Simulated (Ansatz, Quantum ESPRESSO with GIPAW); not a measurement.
# 13C and 1H NMR of CH9ClN6, calculated, part 3 of 3

Wanted: NMR shieldings and quadrupolar couplings for each site of CH9ClN6.

Quantum ESPRESSO with GIPAW; PBEsol.

So far. Step 3 (GIPAW: job nmr): An axis of order three or more runs through Cl and C, so two principal values coincide and the skew is ±1. In this run the largest span is that of C (site symmetry -6), with principal values -35.5, -35.5 and 99.0 ppm.

## 4. Field gradients

Level of this step: DFT, PBEsol, plane-wave PAW, default files, scalar-relativistic, field gradients (Ansatz).

2H, 35Cl and 14N have a quadrupole moment, which couples to the field gradient and broadens the lines. The gradient is a property of the ground-state density and needs no response; it is taken from a second code that counts the whole PAW charge. C_Q = eQV_zz/h, with Q = 0.00285783 barn for 2H, -0.08112 barn for 35Cl, 0.02044 barn for 14N.

This step: DFT, PBEsol, plane-wave PAW, default files (PAW set soft_2), scalar-relativistic, field gradients (Ansatz 0.2.0), on the same atoms.

input.yaml

```yaml
crystal:
  lattice:
    - [7.7747996539, 0.0, 0.0]
    - [-3.8873998269, 6.7331740096, 0.0]
    - [0.0, 0.0, 6.857761]
  atoms:
    - { symbol: Cl, position: [0.33333333, 0.66666667, 0.25] }
    - { symbol: Cl, position: [0.66666667, 0.33333333, 0.75] }
    - { symbol: "N", position: [0.3487660763, 0.197559056, 0.25] }
    - { symbol: "N", position: [0.8487929797, 0.6512339237, 0.25] }
    - { symbol: "N", position: [0.802440944, 0.1512070203, 0.25] }
    - { symbol: "N", position: [0.6512339237, 0.802440944, 0.75] }
    - { symbol: "N", position: [0.1512070203, 0.3487660763, 0.75] }
    - { symbol: "N", position: [0.197559056, 0.8487929797, 0.75] }
    - { symbol: "N", position: [0.1614011008, 0.1818093016, 0.25] }
    - { symbol: "N", position: [0.0204082008, 0.8385988992, 0.25] }
    - { symbol: "N", position: [0.8181906984, 0.9795917992, 0.25] }
    - { symbol: "N", position: [0.8385988992, 0.8181906984, 0.75] }
    - { symbol: "N", position: [0.9795917992, 0.1614011008, 0.75] }
    - { symbol: "N", position: [0.1818093016, 0.0204082008, 0.75] }
    - { symbol: C, position: [0.0, 0.0, 0.25] }
    - { symbol: C, position: [0.0, 0.0, 0.75] }
    - { symbol: H, position: [0.5741407267, 0.7247051466, 0.6281676498] }
    - { symbol: H, position: [0.1505644199, 0.4258592732, 0.6281676498] }
    - { symbol: H, position: [0.2752948534, 0.8494355801, 0.6281676498] }
    - { symbol: H, position: [0.4258592733, 0.2752948534, 0.1281676498] }
    - { symbol: H, position: [0.8494355801, 0.5741407268, 0.1281676498] }
    - { symbol: H, position: [0.7247051466, 0.1505644199, 0.1281676498] }
    - { symbol: H, position: [0.4258592733, 0.2752948534, 0.3718323502] }
    - { symbol: H, position: [0.8494355801, 0.5741407268, 0.3718323502] }
    - { symbol: H, position: [0.7247051466, 0.1505644199, 0.3718323502] }
    - { symbol: H, position: [0.5741407267, 0.7247051466, 0.8718323502] }
    - { symbol: H, position: [0.1505644199, 0.4258592732, 0.8718323502] }
    - { symbol: H, position: [0.2752948534, 0.8494355801, 0.8718323502] }
    - { symbol: H, position: [0.1468224533, 0.3074145443, 0.25] }
    - { symbol: H, position: [0.1605920909, 0.8531775467, 0.25] }
    - { symbol: H, position: [0.6925854557, 0.8394079091, 0.25] }
    - { symbol: H, position: [0.8531775467, 0.6925854557, 0.75] }
    - { symbol: H, position: [0.8394079091, 0.1468224533, 0.75] }
    - { symbol: H, position: [0.3074145443, 0.1605920909, 0.75] }
kpoints:
  mp_grid: { grid: [3, 3, 3] }
scf:
  occupations: { method: fixed }
hamiltonian:
  xc: pbesol
  pseudopotentials: { kind: paw, frozen_core: stored }
output:
  forces: false
  stress: false
  efg:
    quadrupole_moments_barn: { Cl: -0.08112, "N": 0.02044, H: 0.00285783 }
```

Started as:

```
> ansatz run input.yaml --threads 4 --pin off --max-ram 24576MiB --backend cpu --events-out ev --progress --plain --runs-dir out
```

The log of the run:

```text
[... set-up, SCF cycles and energies left out ...]
--- PAW observables at the nuclei: V_zz in 10²¹ V/m², potentials from the cell's mean, atoms counted from 1 ---
  atom   1  Cl V_zz =    +0.480129   η = 0.0000   by run symmetry: allowed   C_q = -0.9418 MHz
  atom   2  Cl V_zz =    +0.480129   η = 0.0000   by run symmetry: allowed   C_q = -0.9418 MHz
  atom   3  N  V_zz =   -12.335908   η = 0.7205   by run symmetry: allowed   C_q = -6.0969 MHz
  atom   4  N  V_zz =   -12.335908   η = 0.7205   by run symmetry: allowed   C_q = -6.0969 MHz
  atom   5  N  V_zz =   -12.335908   η = 0.7205   by run symmetry: allowed   C_q = -6.0969 MHz
  atom   6  N  V_zz =   -12.335908   η = 0.7205   by run symmetry: allowed   C_q = -6.0969 MHz
  atom   7  N  V_zz =   -12.335908   η = 0.7205   by run symmetry: allowed   C_q = -6.0969 MHz
  atom   8  N  V_zz =   -12.335908   η = 0.7205   by run symmetry: allowed   C_q = -6.0969 MHz
  atom   9  N  V_zz =   -11.270122   η = 0.5266   by run symmetry: allowed   C_q = -5.5701 MHz
  atom  10  N  V_zz =   -11.270122   η = 0.5266   by run symmetry: allowed   C_q = -5.5701 MHz
  atom  11  N  V_zz =   -11.270122   η = 0.5266   by run symmetry: allowed   C_q = -5.5701 MHz
  atom  12  N  V_zz =   -11.270122   η = 0.5266   by run symmetry: allowed   C_q = -5.5701 MHz
  atom  13  N  V_zz =   -11.270122   η = 0.5266   by run symmetry: allowed   C_q = -5.5701 MHz
  atom  14  N  V_zz =   -11.270122   η = 0.5266   by run symmetry: allowed   C_q = -5.5701 MHz
  atom  15  C  V_zz =    +1.727780   η = 0.0000   by run symmetry: allowed
  atom  16  C  V_zz =    +1.727780   η = 0.0000   by run symmetry: allowed
  atom  17  H  V_zz =    +3.310065   η = 0.1913   by run symmetry: allowed   C_q = +0.2287 MHz
  atom  18  H  V_zz =    +3.310065   η = 0.1913   by run symmetry: allowed   C_q = +0.2287 MHz
  atom  19  H  V_zz =    +3.310065   η = 0.1913   by run symmetry: allowed   C_q = +0.2287 MHz
  atom  20  H  V_zz =    +3.310065   η = 0.1913   by run symmetry: allowed   C_q = +0.2287 MHz
  atom  21  H  V_zz =    +3.310065   η = 0.1913   by run symmetry: allowed   C_q = +0.2287 MHz
  atom  22  H  V_zz =    +3.310065   η = 0.1913   by run symmetry: allowed   C_q = +0.2287 MHz
  atom  23  H  V_zz =    +3.310065   η = 0.1913   by run symmetry: allowed   C_q = +0.2287 MHz
  atom  24  H  V_zz =    +3.310065   η = 0.1913   by run symmetry: allowed   C_q = +0.2287 MHz
  atom  25  H  V_zz =    +3.310065   η = 0.1913   by run symmetry: allowed   C_q = +0.2287 MHz
  atom  26  H  V_zz =    +3.310065   η = 0.1913   by run symmetry: allowed   C_q = +0.2287 MHz
  atom  27  H  V_zz =    +3.310065   η = 0.1913   by run symmetry: allowed   C_q = +0.2287 MHz
  atom  28  H  V_zz =    +3.310065   η = 0.1913   by run symmetry: allowed   C_q = +0.2287 MHz
  atom  29  H  V_zz =    +2.902789   η = 0.1589   by run symmetry: allowed   C_q = +0.2006 MHz
  atom  30  H  V_zz =    +2.902789   η = 0.1589   by run symmetry: allowed   C_q = +0.2006 MHz
  atom  31  H  V_zz =    +2.902789   η = 0.1589   by run symmetry: allowed   C_q = +0.2006 MHz
  atom  32  H  V_zz =    +2.902789   η = 0.1589   by run symmetry: allowed   C_q = +0.2006 MHz
  atom  33  H  V_zz =    +2.902789   η = 0.1589   by run symmetry: allowed   C_q = +0.2006 MHz
  atom  34  H  V_zz =    +2.902789   η = 0.1589   by run symmetry: allowed   C_q = +0.2006 MHz
[the lines on potentials at the nuclei are left out]
```

Wall time 2.6 s (4 threads of Arm Neoverse V1, shared host); peak memory 0.96 GiB; 9.8 s of CPU time.

Among nuclei of half-integer spin the second-order effect is largest for 35Cl on Cl (spin 3/2, C_Q -0.94 MHz): at 9.4 T it moves the centre of gravity of the MAS line by -14 ppm from δ_iso, and by a quarter of that at twice the field, by δ_Q = −(3/40)(C_Q/ν0)²(1 + η²/3)[I(I+1) − 3/4]/[I²(2I−1)²] × 10⁶ ppm with ν0 = 39.3 MHz.

## 5. Sites, surroundings and shifts

A shielding is counted from the bare nucleus and a shift from a reference compound, with the opposite sign. A fitted line does better than one reference, as its slope takes up part of the functional's error. For ¹H and ⁷Li, with little paramagnetic shielding, slope and scatter come mostly from geometry, vibration and the shape term.

Reference lines, from the same functional and files: 13C: δ = (162.2 − σ), zero at TMS, fitted to 6 measured values, from C, KHCO3, Li2CO3, MgCO3, Na2CO3 and SiC, with a scatter of 0.77 ppm r.m.s., on σ without the shape term; 1H: δ = (29.71 − σ) / 1.204, zero at TMS, fitted to 11 measured values, from Ca(BH4)2, Ca(OH)2, CsH2PO4, LiBH4, LiH, MgH2, NaH, NaOH and NH4H2PO4, with a scatter of 0.61 ppm r.m.s., with σ taken with the shape term of a sphere (6.7 ppm here); 35Cl: δ = (909.6 − σ) / 1.084, zero at aqueous Cl-, fitted to 5 measured values, from AlCl3, CuCl, KCl, LiCl and NaCl, with a scatter of 4.3 ppm r.m.s., with σ taken with the shape term of a sphere (6.7 ppm here). Kinds of site that fitted badly were split off after the misses were seen, so the scatter is that of the points kept.

Covalently bonded atoms count as neighbours within 1.18 times the sum of their radii. Otherwise a cation's neighbours lie within 1.2 times its shortest bond (1.3 for large cations, each anion's radius taken off where they differ), and an anion's are the cations that count it.

```
site  atom no.  atoms in cell            surroundings     bonds (Å)  δ_iso (ppm)  C_Q (MHz)   η_Q
  Cl         1              2       accepts 3 H bonds         2.419        -57.7      -0.94  0.00
N(1)         3              6      bound to N and 2 H  1.03 to 1.40            -      -6.10  0.72
N(2)         9              6  bound to N and C and H  1.04 to 1.40            -      -5.57  0.53
   C        15              2                     CN3         1.341        152.9          -     -
H(1)        17             12              bound to N         1.030         2.52      0.229  0.19
H(2)        29              6              bound to N         1.038         7.43      0.201  0.16
```

The 2 N sites spread over 54.9 ppm in shielding, from N(2) (least shielded) to N(1). The 2 H sites spread over 5.92 ppm in shielding, from H(2) (least shielded) to H(1).

Simulated spectrum, 13C MAS at 60 kHz, 11.7 T (125.3 MHz), lines broadened by 0.8 ppm; rigid lattice, with dipolar and J couplings left out: a single narrow line at 152.9 ppm.

Simulated spectrum: 1H MAS at 25 kHz, 20 T (851.5 MHz), lines broadened by 0.5 ppm; rigid lattice, with dipolar and J couplings left out. Its lines over 1.5 % of the strongest:

| δ (ppm) | area |
| --- | --- |
| 7.43 | 0.50 |
| 2.52 | 1.00 |

At this broadening the 2 isotropic lines are resolved; in a real sample the residual dipolar coupling among these abundant spins may hide that.

Simulated spectrum: 35Cl static powder, 18.8 T (78.5 MHz), central transition to second order, lines broadened by 3 ppm; rigid lattice, with dipolar and J couplings and satellite transitions left out.

δ (ppm), intensity and a bar:
```
      1.9       0.00 
     -2.7       0.00 
     -7.4       0.01 
    -12.0       0.08 ##
    -15.9       1.00 ##############################
    -16.2       0.97 #############################
    -20.8       0.50 ###############
    -25.4       0.38 ###########
    -29.7       0.33 ##########
    -34.3       0.29 #########
    -38.9       0.26 ########
    -43.2       0.25 #######
    -47.8       0.23 #######
    -52.4       0.22 #######
    -57.0       0.21 ######
    -61.3       0.21 ######
    -65.9       0.20 ######
    -70.5       0.20 ######
    -74.7       0.20 ######
    -79.4       0.19 ######
    -84.0       0.19 ######
    -88.2       0.19 ######
    -92.8       0.19 ######
    -97.4       0.20 ######
   -102.0       0.20 ######
   -106.3       0.20 ######
   -110.9       0.21 ######
   -115.5       0.22 #######
   -119.8       0.23 #######
   -124.4       0.25 #######
   -126.9       0.25 ########
   -129.0       0.21 ######
   -133.3       0.01 
   -137.9       0.00 
   -142.5       0.00 
   -146.7       0.00
```

Most prominent maxima (ppm: height): -15.9: 1.00.

## 6. Results

```
13C shift                        : 152.9 ppm
1H shift                         : 7.43, 2.52 ppm
2H size of C_Q                   : 0.201, 0.229 MHz
35Cl shift                       : -57.7 ppm
35Cl size of C_Q                 : 0.94 MHz
15N shielding without shape term : 123.6, 178.6 ppm
14N size of C_Q                  : 5.57, 6.10 MHz
```

In words: 13C has one site (CN3), with isotropic shift 152.9 ppm. 1H has 2 sites, in the ratio 1:2: H(2) (bound to N) at a shift of 7.43 and H(1) (bound to N) at a shift of 2.52 ppm. No sound run at another cutoff or mesh is at hand, so convergence rests on the f-sum rule and on experience with these files. Hydrogen's values are less sure: spans of ¹H carry errors of some ppm on PAW files, the bulk susceptibility matters on its narrow scale, and it is treated as a fixed classical nucleus at 0 K. This build of gipaw.x prints that it is not audited and that its numbers are no references by themselves. It also reports spline_ps as false although the input sets it; why was not traced. The field gradients use PAW files made for PBE. The sphere term behind these shifts is unreliable in hexagonal and trigonal cells, by up to a few ppm.

[Banner, clock, file and message-heading lines were taken out of the pw.x and gipaw.x logs.]

[Logs are printed without paths, hosts, clocks, repeated set-up lines and the standing remarks that a program may print on its own settings, such as how far it seeks lower states.]

[Hosts, paths, dates, database ids (printed as entryN), source tags and the programs' standing remarks are cut or masked in the printed files.]

[Where no reference line passes its bar on scatter, no shift is given, so a measured shift of this compound may stand uncompared.]
